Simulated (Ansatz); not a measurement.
G0W0 rungs for BaNaBr3 (cubic perovskite) (Pm-3m).

The structure was built from a prototype and need not be the compound's stable phase.

The structure is cubic, space group Pm-3m (No. 221). The conventional cell has a = 6.279 Å, b = 6.279 Å, c = 6.279 Å, α = 90.00°, β = 90.00°, γ = 90.00°. Nearest to Na lie 12 Br at 4.44 Å. Nearest to Ba lie 6 Br at 3.14 Å. Nearest to Br lie 2 Ba at 3.14 Å. It derives from Ba1Br3Na1. Farther neighbours and most contacts between anions are not listed.

```yaml
crystal:
  lattice:
    - [6.27932, 0.00000, 0.00000]
    - [0.00000, 6.27932, 0.00000]
    - [0.00000, 0.00000, 6.27932]
  atoms:
    - { symbol: Na, position: [0.00000, 0.00000, 0.00000] }
    - { symbol: Ba, position: [0.50000, 0.50000, 0.50000] }
    - { symbol: Br, position: [0.50000, 0.50000, 0.00000] }
    - { symbol: Br, position: [0.50000, 0.00000, 0.50000] }
    - { symbol: Br, position: [0.00000, 0.50000, 0.50000] }
```

The structure was relaxed with PBE. The structure type comes from a generator and need not be one that this composition takes. The runs that relaxed it are not among those shown. Spin-orbit coupling is left out unless a run names it. PAW set soft_2, made with PBE.

Runs so far (Ansatz 0.2.0, start PBE, default PAW files, 2×2×2 mesh). Times are wall times on 4 threads of Arm Neoverse V1, shared host, good to a factor of about two.

| bands summed | cutoff (eV) | gap on the mesh (eV) | time |
| --- | --- | --- | --- |
| 141 | 36 | 4.752 | 4.8 s |
| 363 | 72 | 4.953 | 18 s |

Q: What should the next rung give, with 759 bands and screening to 120 eV, and where is the limit?

The error falls about as one over the bands when the cutoff rises with them. A line through the two highest rungs given predicts 5.020 eV; the run gave 5.162 eV, a miss of 0.142 eV, so the law fails here: the steps don't follow it yet. The two highest rungs put the limit near 5.354 eV, the pair below near 5.081 eV; neither can be trusted until a further rung is run.

Gaps are over the mesh's points; an edge off the mesh would be missed. Limits: not at the basis limit; no spin-orbit coupling; coarse k mesh.

[Paths, hosts, dates, memory and timing lines, banners, echoed tables and standing remarks are left out of the program output.]

[Logs are printed without paths, hosts, clocks, repeated set-up lines and the standing remarks that a program may print on its own settings, such as how far it seeks lower states.]

[Runs of the session that timed out or met a known fault of the program may be left out.]

[Cells called generated may have been cut or substituted from an entry of the Crystallography Open Database or the Materials Project.]

[Hosts, paths, dates, database ids (printed as entryN), source tags and the programs' standing remarks are cut or masked in the printed files.]
